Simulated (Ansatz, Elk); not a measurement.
# How far do independent atoms describe Mn2Cr?

Structure refinements treat a crystal as free atoms side by side. For a made-up structure of Mn2Cr (cell and positions from a PBEsol relaxation) the runs below show what the calculated density changes in F(hkl).

Main program and level: Elk 11.2.3 (patched build); DFT, PBE, all-electron APW+lo, Dirac cores, scalar-relativistic bands, static density, no spin.

The structure was built from a prototype and need not be the compound's stable phase.

## Step 1: Starting point

The structure is cubic, space group Fd-3m (No. 227). Conventional cell: a = 6.397 Å, b = 6.397 Å, c = 6.397 Å, α = 90.00°, β = 90.00°, γ = 90.00°. Nearest to Mn lie 6 Mn at 2.26 Å and 6 Cr at 2.65 Å. Nearest to Cr lie 12 Mn at 2.65 Å and 4 Cr at 2.77 Å. Farther neighbours are not listed.

## Step 2: Ground state and structure factors

An all-electron density is needed, since X-rays see the cores too. Task 0 finds the density and task 195 Fourier-transforms it; tshift is off so that phases refer to the origin typed.

Input file elk.in:

```
tasks
  0
  195

xctype
  20

spinpol
  .false.

rgkmax
  7.0

gmaxvr
  14.0

lmaxo
  7

lmaxapw
  8

swidth
  0.002

tshift
  .false.

ramdisk
  .false.

hmaxvr
  5.5

maxscl
  120

epspot
  1e-06

sppath
  './'

avec
  -0.00000000000 6.04399038938 6.04399038938
  6.04399038938 -0.00000000000 6.04399038938
  6.04399038938 6.04399038938 -0.00000000000

atoms
  2
  'Mn.in'
  4
  0.6250000000 0.1250000000 0.6250000000   0.000000 0.000000 0.000000
  0.6250000000 0.6250000000 0.1250000000   0.000000 0.000000 0.000000
  0.1250000000 0.6250000000 0.6250000000   0.000000 0.000000 0.000000
  0.6250000000 0.6250000000 0.6250000000   0.000000 0.000000 0.000000
  'Cr.in'
  2
  0.2500000000 0.2500000000 0.2500000000   0.000000 0.000000 0.000000
  -0.0000000000 0.0000000000 0.0000000000   0.000000 0.000000 0.000000

ngridk
  6 6 6
```

Started as:

```
OMP_NUM_THREADS=4 elk
```

Numbers of over 12 decimals in the logs are rounded to 6 here.

Log:

```text
┌─────────────────────────┐
│ Elk code version 11.2.3 │
└─────────────────────────┘

All units are atomic (Hartree, Bohr, etc.)

┌─────────────────────────────────────────────────┐
│ Ground-state run starting from atomic densities │
└─────────────────────────────────────────────────┘

Lattice vectors :
  -0.000000000       6.043990389       6.043990389
   6.043990389      -0.000000000       6.043990389
   6.043990389       6.043990389      -0.000000000

Reciprocal lattice vectors :
 -0.5197878308      0.5197878308      0.5197878308
  0.5197878308     -0.5197878308      0.5197878308
  0.5197878308      0.5197878308     -0.5197878308

Unit cell volume      :    441.5717599
Brillouin zone volume :   0.5617438341

Muffin-tin inner radius fraction :   0.1000000000E-01

Nuclei treated as point charges

Species : 1 (Mn)
 parameters loaded from : Mn.in
 name : manganese
 nuclear charge    :   -25.00000000
 electronic charge :    25.00000000
 atomic mass :    100145.9370
 muffin-tin radius :    2.111873295
 number of radial points in muffin-tin :    993
 inner part over the whole radius :   0.9864170169E-02
 number on inner part of muffin-tin    :    697
 approximate nuclear radius :   0.7074591925E-04
 number of mesh points to nuclear radius :    333
 atomic positions (lattice), magnetic fields (Cartesian) :
  1 :  -0.37500000  0.12500000 -0.37500000    0.00000000  0.00000000  0.00000000
  2 :  -0.37500000 -0.37500000  0.12500000    0.00000000  0.00000000  0.00000000
  3 :   0.12500000 -0.37500000 -0.37500000    0.00000000  0.00000000  0.00000000
  4 :  -0.37500000 -0.37500000 -0.37500000    0.00000000  0.00000000  0.00000000

Species : 2 (Cr)
 parameters loaded from : Cr.in
 name : chromium
 nuclear charge    :   -24.00000000
 electronic charge :    24.00000000
 atomic mass :    94783.09202
 muffin-tin radius :    2.400000000
 number of radial points in muffin-tin :    993
 inner part over the whole radius :   0.9857795597E-02
 number on inner part of muffin-tin    :    699
 approximate nuclear radius :   0.6987106690E-04
 number of mesh points to nuclear radius :    328
 atomic positions (lattice), magnetic fields (Cartesian) :
  1 :   0.25000000  0.25000000  0.25000000    0.00000000  0.00000000  0.00000000
  2 :   0.00000000  0.00000000  0.00000000    0.00000000  0.00000000  0.00000000

Total number of atoms per unit cell :    6
Total muffin-tin volume :    273.6280875
 ratio of muffin-tin to unit cell volume :   0.6196684487

Spin treatment :
 spin-unpolarised

Number of Bravais lattice symmetries :   48
Number of crystal symmetries         :   48
Crystal has no inversion symmetry
Complex Hermitian eigensolver will be used

k-point grid :      6     6     6
k-point offset :    0.000000000       0.000000000       0.000000000
k-point set is reduced with full crystal symmetry group
Total number of k-points :       16

Muffin-tin radius times maximum |G+k| :    7.000000000
 using average radius
Maximum |G+k| for APW functions       :    3.170411144
Maximum (1/2)|G+k|²                   :    5.025753409
Maximum |G| for potential and density :    14.00000000
Constant for pseudocharge density :    8
 order of it for each species :   15  15
 order of it for pair densities of each species (exact exchange by exxq0 0: 16) :    8  12
Radial integration step length :    1

G-vector grid sizes :     40    40    40
Number of G-vectors :    20395

Maximum angular momentum used for
 APW functions            :    8
 outer part of muffin-tin :    7
 inner part of muffin-tin :    2

Total nuclear charge    :   -148.0000000
Total core charge       :    60.00000000
Total valence charge    :    88.00000000
Total excess charge     :    0.000000000
Total electronic charge :    148.0000000

Effective Wigner radius, rₛ :   0.8930662052

Number of empty states         :     24
Total number of valence states :     69
Total number of core states    :     60

Third-order local-orbitals added for an l without core states : T
Total number of local-orbitals :    138

[...]
electron-nuclear            :     -13747.698793186
 Hartree                     :      1752.7711679593
 Madelung                    :     -8091.0883264209
 xc potential                :     -433.07667291523
 exchange                    :     -300.14629825310
 correlation                 :     -6.863552
 electron entropic           :    -0.25799038343504E-02
 total energy                :     -6728.2704780264

Density of states at Fermi energy :    195.8407800
 (states/Hartree/unit cell)

Estimated indirect band gap :   0.7709111679E-03
 from k-point 7 to k-point 6
Estimated direct band gap   :   0.6538326393E-02
 at k-point 2

Charges :
 core                        :    60.00000000
 valence                     :    88.00000000
 interstitial                :    8.380277502
 muffin-tins (core leakage)
  species : 1 (Mn)
[...]
species : 2 (Cr)
[...]
total in muffin-tins        :    139.6197225
 total calculated charge     :    147.9998465
 total charge                :    148.0000000
 error                       :   0.1534820368E-03

RMS change in Kohn-Sham potential (target) :    1.289194499     (  0.1000000000E-05)
Absolute change in total energy (target)   :    1.919157898     (  0.1000000000E-03)

[... loops 3 to 17 left out ...]

┌──────────────────┐
│ Loop number : 18 │
└──────────────────┘

Energies :
 Fermi                       :     0.414830
 sum of occupied eigenvalues :     -3900.8875907875
 electron kinetic            :      6819.0659453884
 core electron kinetic       :      6141.5784860759
 Coulomb                     :     -13248.556119017
 Coulomb potential           :     -10321.858696636
 nuclear-nuclear             :     -1242.6327702360
 electron-nuclear            :     -13740.986781763
 Hartree                     :      1735.0634329820
 Madelung                    :     -8087.6267706992
 xc potential                :     -398.09483954037
 exchange                    :     -300.00009095712
 correlation                 :     -6.846154
 electron entropic           :    -0.27448794564252E-02
 total energy                :     -6736.3391631145

Density of states at Fermi energy :    199.1654965
 (states/Hartree/unit cell)

Estimated indirect band gap :   0.2241665073E-02
 from k-point 6 to k-point 13
Estimated direct band gap   :   0.8205966273E-02
 at k-point 10

Charges :
 core                        :    60.00000000
 valence                     :    88.00000000
 interstitial                :    8.067443567
 muffin-tins (core leakage)
  species : 1 (Mn)
[...]
species : 2 (Cr)
[...]
total in muffin-tins        :    139.9325564
 total calculated charge     :    147.9997946
 total charge                :    148.0000000
 error                       :   0.2053592697E-03

RMS change in Kohn-Sham potential (target) :   0.9098337688E-06 (  0.1000000000E-05)
Absolute change in total energy (target)   :   0.1588052237E-04 (  0.1000000000E-03)

Convergence targets achieved

┌──────────────────┐
│ Loop number : 19 │
└──────────────────┘

Energies :
 Fermi                       :     0.414829
 sum of occupied eigenvalues :     -3900.8876462293
 electron kinetic            :      6819.0659031957
 core electron kinetic       :      6141.5784652695
 Coulomb                     :     -13248.556115849
 Coulomb potential           :     -10321.858693224
 nuclear-nuclear             :     -1242.6327702360
 electron-nuclear            :     -13740.986780034
 Hartree                     :      1735.0634344209
 Madelung                    :     -8087.6267692368
 xc potential                :     -398.09485620118
 exchange                    :     -300.00009107725
 correlation                 :     -6.846154
 electron entropic           :    -0.27448798278586E-02
 total energy                :     -6736.3392022321

Density of states at Fermi energy :    199.1655244
 (states/Hartree/unit cell)

Estimated indirect band gap :   0.2241665983E-02
 from k-point 6 to k-point 13
Estimated direct band gap   :   0.8205954153E-02
 at k-point 10

Charges :
 core                        :    60.00000000
 valence                     :    88.00000000
 interstitial                :    8.067442809
 muffin-tins (core leakage)
  species : 1 (Mn)
[...]
atom 4                    :    23.54251200     ( -0.2172340423E-06)
  species : 2 (Cr)
   atom 1                    :    22.88125460     ( -0.2234890353E-06)
   atom 2                    :    22.88125460     ( -0.2234890353E-06)
 total in muffin-tins        :    139.9325572
 total calculated charge     :    147.9997946
 total charge                :    148.0000000
 error                       :   0.2053591911E-03

┌──────────────────────────────┐
│ Self-consistent loop stopped │
└──────────────────────────────┘

Wrote STATE.OUT
```

Wall time 43 s (4 threads of Intel Xeon Platinum 8488C (Sapphire Rapids), shared host); peak memory 0.22 GiB.

SFACRHO.OUT:

```text

h k l indices transformed by vhmat matrix:
   1.000000000       0.000000000       0.000000000    
   0.000000000       1.000000000       0.000000000    
   0.000000000       0.000000000       1.000000000    

      h      k      l  multipl.   |H|            Re(F)            Im(F)           |F|

      0      0      0      1   0.0000000       148.00000      0.26568503E-16   148.00000    
      1      0      0      4  0.90029893      -10.043256      -10.043256       14.203309    
      1      1      1      4  0.90029893      -10.043256       10.043256       14.203309    
      1      0      1      6   1.0395757      0.21448137E-13  0.24053903E-14  0.21582597E-13
     -1      0      1     12   1.4701820       34.357580      0.14740609E-16   34.357580    
      2      1      2     12   1.7239412       39.730781       39.730781       56.187809    
     -1      1     -1     12   1.7239412       39.730781      -39.730781       56.187809    
      0      2      0      4   1.8005979     -0.91920588E-14   65.975286       65.975286    
      0     -2      0      4   1.8005979     -0.91920588E-14  -65.975286       65.975286    
      2      0      2      6   2.0791513      -32.158573      0.49260513E-13   32.158573    
     -1     -3     -1     12   2.2657026      -6.8315647       6.8315647       9.6612915    
     -2     -3     -2     12   2.2657026      -6.8315647      -6.8315647       9.6612915    
      1      2      3     24   2.3245618      0.30640196E-14  0.49685628E-14  0.58373652E-14
      3      3      2     12   2.5464299       25.198612     -0.23313778E-13   25.198612    
     -1     -1      2     12   2.5464299       25.198612     -0.92107601E-14   25.198612    
     -3      0     -2     12   2.7008968       30.281080      -30.281080       42.823914    
     -3      0      0      4   2.7008968       30.402771       30.402771       42.996011    
      0      2      3     12   2.7008968       30.281080       30.281080       42.823914
```

Elk indexes on the primitive cell of elk.in and gives |H| = 4π sin θ/λ in inverse bohr. Below, one row stands for each form hkl of the conventional cell (m members, Friedel mates merged), F is for one primitive cell and the density is static (no thermal factor). Free-atom factors are Waasmaier and Kirfel's, and R is Σm||F|−|F'||/Σm|F|.

```csv
hkl,m,sin θ/λ (Å⁻¹),"abs F, DFT",neutral atoms,diff.,abs of complex diff.
111,8,0.135,14.203,13.540,+0.663,0.663
200,6,0.156,0.000,0.000,+0.000,0.000
220,12,0.221,34.358,35.075,-0.718,0.718
311,24,0.259,56.188,57.130,-0.942,0.942
222,8,0.271,65.975,66.821,-0.845,0.845
400,6,0.313,32.159,32.532,-0.373,0.373
331,24,0.341,9.661,9.748,-0.087,0.087
420,24,0.350,0.000,0.000,+0.000,0.000
422,24,0.383,25.199,25.295,-0.096,0.096
511,24,0.406,42.824,42.849,-0.025,0.025
333,8,0.406,42.996,42.849,+0.147,0.147
440,12,0.442,70.838,70.711,+0.127,0.127
531,48,0.462,7.741,7.814,-0.073,0.073
600,6,0.469,0.000,0.000,+0.000,0.000
```

## Step 3: The highest occupied states alone

An energy window below the Fermi level keeps the highest occupied states, to see at which angles they scatter; shallow core shells can lie inside it and anion s states outside. No new self-consistency is needed.

elk.in: that of step 2 with these lines changed.

```diff
@@ -1,3 +1,2 @@
 tasks
-  0
   195
@@ -40,2 +39,5 @@
 
+wsfac
+  -0.026160 0.714830
+
 sppath
```

Started as:

```
OMP_NUM_THREADS=4 elk
```

Log:

```text
┌─────────────────────────────────┐
│ Elk code version 11.2.3 started │
└─────────────────────────────────┘

Info(readinput): the functional depends on the density's gradient
 muffin-tin radial points multiplied by    2.00000
 (not where nrmtscf is given)

┌────────────────────┐
│ Current task : 195 │
└────────────────────┘
Info(checkmt): changed muffin-tin radius of species 1 (Mn) from   2.4000 to   2.1119

Info(sfacrho): density structure factors written to SFACRHO.OUT

 Energy window :  -0.2616000000E-01  0.7148300000

┌──────────────────┐
│ Elk code stopped │
└──────────────────┘
```

The job ended after 6.8 s (4 threads; peak memory 0.16 GiB).

States within 12 eV below the Fermi level hold 40.00 electrons; any levels below the window count with the cores. Their amplitudes can exceed the total, where window and core parts have opposite phase:

```csv
hkl,sin θ/λ (Å⁻¹),"abs F, window","abs F, all"
111,0.135,4.111,14.203
200,0.156,0.000,0.000
220,0.221,3.854,34.358
311,0.259,6.339,56.188
222,0.271,8.036,65.975
400,0.313,4.218,32.159
331,0.341,1.492,9.661
420,0.350,0.000,0.000
422,0.383,1.494,25.199
511,0.406,3.062,42.824
```

## Step 4: Another functional

The difference from free atoms is small, so it is set against the change that LDA (Perdew-Wang) makes.

elk.in: that of step 3 with these lines changed.

```diff
@@ -1,2 +1,3 @@
 tasks
+  0
   195
@@ -4,3 +5,3 @@
 xctype
-  20
+  3
 
@@ -39,5 +40,2 @@
 
-wsfac
-  -0.026160 0.714830
-
 sppath
```

Started as:

```
OMP_NUM_THREADS=4 elk
```

Log:

```text
┌─────────────────────────┐
│ Elk code version 11.2.3 │
└─────────────────────────┘

All units are atomic (Hartree, Bohr, etc.)

┌─────────────────────────────────────────────────┐
│ Ground-state run starting from atomic densities │
└─────────────────────────────────────────────────┘

Lattice vectors :
  -0.000000000       6.043990389       6.043990389
   6.043990389      -0.000000000       6.043990389
   6.043990389       6.043990389      -0.000000000

Reciprocal lattice vectors :
 -0.5197878308      0.5197878308      0.5197878308
[...]
valence                     :    88.00000000
 interstitial                :    7.994014373
 muffin-tins (core leakage)
  species : 1 (Mn)
[...]
species : 2 (Cr)
   atom 1                    :    22.89422768     ( -0.3576939971E-05)
   atom 2                    :    22.89422768     ( -0.3576939971E-05)
 total in muffin-tins        :    140.0059856
 total calculated charge     :    147.9998148
 total charge                :    148.0000000
 error                       :   0.1851944756E-03

┌──────────────────────────────┐
│ Self-consistent loop stopped │
└──────────────────────────────┘

Wrote STATE.OUT
[key lines of the parts left out:]
total energy                :     -6723.8941803303
```

Wall time 25 s (4 threads); peak memory 0.16 GiB; 74 s of CPU time.

Against the first run R = 0.05 %; the largest change is -0.050 at 440.

## Step 5: Basis size

A smaller basis shows how fast F responds to it; the change is likely larger than the basis error of the first run, but doesn't show convergence.

elk.in: that of step 4 with these lines changed.

```diff
@@ -5,3 +5,3 @@
 xctype
-  3
+  20
 
@@ -11,3 +11,3 @@
 rgkmax
-  7.0
+  5.5
```

Started as:

```
OMP_NUM_THREADS=4 elk
```

Log:

```text
┌─────────────────────────┐
│ Elk code version 11.2.3 │
└─────────────────────────┘

All units are atomic (Hartree, Bohr, etc.)

┌─────────────────────────────────────────────────┐
│ Ground-state run starting from atomic densities │
└─────────────────────────────────────────────────┘

Lattice vectors :
  -0.000000000       6.043990389       6.043990389
   6.043990389      -0.000000000       6.043990389
   6.043990389       6.043990389      -0.000000000

Reciprocal lattice vectors :
 -0.5197878308      0.5197878308      0.5197878308
[...]
valence                     :    88.00000000
 interstitial                :    8.437673848
 muffin-tins (core leakage)
  species : 1 (Mn)
[...]
species : 2 (Cr)
   atom 1                    :    22.84093403     ( -0.2234888310E-06)
   atom 2                    :    22.84093403     ( -0.2234888310E-06)
 total in muffin-tins        :    139.5623262
 total calculated charge     :    147.9999672
 total charge                :    148.0000000
 error                       :   0.3281799658E-04

┌──────────────────────────────┐
│ Self-consistent loop stopped │
└──────────────────────────────┘

Wrote STATE.OUT
[key lines of the parts left out:]
total energy                :     -6736.0224695623
```

The job ended after 35 s (4 threads; peak memory 0.23 GiB).

Against the first run R = 0.10 %; the largest change is +0.163 at 440.

## Step 6: Settings against the effect

```csv
run,R against the first run (%),"R against neutral atoms, low angle (%)",wall time
"PBE, rgkmax 7",0.00,1.80,43 s
LDA (Perdew-Wang),0.05,1.82,25 s
rgkmax 5.5,0.10,1.90,35 s
```

## Step 7: What came out

- R against neutral atoms, sin θ/λ < 0.3 Å⁻¹: 1.80 %
- R against neutral atoms, 0.3 to 0.81 Å⁻¹: 0.39 %

In words: Independent neutral atoms miss the calculated amplitudes by R = 1.80 % below 0.3 Å⁻¹ and 0.39 % from there to 0.81 Å⁻¹; by shells, 4.67 % below 0.15 Å⁻¹ (1 form), 1.66 % 0.15 to 0.3 (3 forms), 0.31 % 0.3 to 0.45 (6 forms), 0.40 % above 0.45 (35 forms). Bonding, aspherical density and the tables' own atoms all enter these figures, and the runs don't part them. The largest change of an amplitude is -0.94 electrons, at 311. The window's part falls from 40.0 electrons at the origin to at most 2.10 between 0.45 and 0.81 Å⁻¹, where compact states inside the window still scatter. Below 0.3 Å⁻¹ the changes that finished (LDA (Perdew-Wang) and rgkmax 5.5) move F by R = 0.12 % at most, against the 1.80 % that separates it from free atoms. The k-mesh has no finished test. These runs have no spin, though d or f shells may be open. Part of the difference isn't bonding: the tables are fits to free atoms and ions calculated by other methods than this functional. Thermal motion, anomalous dispersion and extinction are left out.

[Logs are printed without paths, hosts, clocks, repeated set-up lines and the standing remarks that a program may print on its own settings, such as how far it seeks lower states.]

[Hosts, paths, dates, database ids (printed as entryN), source tags and the programs' standing remarks are cut or masked in the printed files.]
